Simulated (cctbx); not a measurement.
# Diagnosing a refinement

Cell a = 3.6810 Å, b = 3.6810 Å, c = 6.6290 Å, α = 90.00°, β = 90.00°, γ = 90.00°; space group P4/mmm (no. 123).

Simulated single-crystal data (cctbx): Cu Kα, λ = 1.54184 Å, to d = 0.8 Å, 80 % of the full sphere, strongest reflection 70000 counts, noise from counting, a 2 % proportional error and a noise floor of 8 counts (s.d.); no absorption.

An anisotropic refinement with weights 1/σ² prints:

```text
Rint 0.018, 83 unique reflections to 0.80 A
cycle     R1     wR2    GooF  max shift (A)
   1  0.0127  0.0357   3.192   0.00015
   2  0.0069  0.0185   1.657   0.00000
final R1 0.0069 wR2 0.0185 GooF 1.657  parameters 10  data/parameter 8.3
atom        x        y        z      Ueq    occ   su(xyz)  su(Uiso or U11)
Ir1    0.00000  0.00000  0.00000   0.0063  1.000  0.00000  0.0001
Rh1    0.50000  0.00000  0.70217   0.0108  1.000  0.00005  0.0002
Cu1    0.50000  0.50000  0.00000   0.0094  1.000  0.00000  0.0004
Si1    0.00000  0.00000  0.50000   0.0160  1.000  0.00000  0.0007
difference map: max 0.50 min -0.46 rms 0.13
Q1    0.0000  0.0000  0.0964    2    0.52  0.64 A from Ir1
Q2    0.5000  0.5000  0.3016    2    0.44  1.84 A from Rh1
Q3    0.0000  0.0000  0.2973    2    0.36  1.34 A from Si1
Q4    0.0000  0.2033  0.0000    4    0.36  0.75 A from Ir1
Q5    0.0000  0.5000  0.0000    2    0.36  1.84 A from Cu1
Q6    0.0000  0.5000  0.4256    4    0.35  0.85 A from Rh1
```

Q: Accept it or mend it, and why?

Mend it. The fault: wrong element: Ir1 is Pt. Against the right model at the same level, R1 goes from 0.0047 to 0.0069 and GooF from 0.98 to 1.66. Ir1 has 1 electron too few and its U shrinks to make up, as expected (near an absorption edge f′ can widen the mismatch well beyond the difference in Z).

The compound is CuSiPtRh4. The right model at the same level gives:

```text
Rint 0.018, 83 unique reflections to 0.80 A
cycle     R1     wR2    GooF  max shift (A)
   1  0.0064  0.0152   1.359   0.00021
   2  0.0047  0.0109   0.976   0.00000
final R1 0.0047 wR2 0.0109 GooF 0.976  parameters 10  data/parameter 8.3
atom        x        y        z      Ueq    occ   su(xyz)  su(Uiso or U11)
Pt1    0.00000  0.00000  0.00000   0.0067  1.000  0.00000  0.0001
Rh1    0.50000  0.00000  0.70218   0.0101  1.000  0.00003  0.0001
Cu1    0.50000  0.50000  0.00000   0.0088  1.000  0.00000  0.0002
Si1    0.00000  0.00000  0.50000   0.0154  1.000  0.00000  0.0004
difference map: max 0.42 min -0.34 rms 0.09
Q1    0.5000  0.5000  0.3024    2    0.42  1.84 A from Rh1
Q2    0.0000  0.5000  0.4073    4    0.39  0.73 A from Rh1
Q3    0.0000  0.0000  0.2962    2    0.36  1.35 A from Si1
Q4    0.0000  0.0000  0.1065    2    0.29  0.71 A from Pt1
Q5    0.0000  0.5000  0.0000    2    0.29  1.84 A from Cu1
Q6    0.5000  0.5000  0.1148    2    0.22  0.76 A from Cu1
```

The model is made up (kin elements in a known structure type, no relaxation), so it says nothing on whether the phase exists.

[Middle refinement cycles are left out of these outputs.]

[Logs are printed without paths, hosts, clocks, repeated set-up lines and the standing remarks that a program may print on its own settings, such as how far it seeks lower states.]
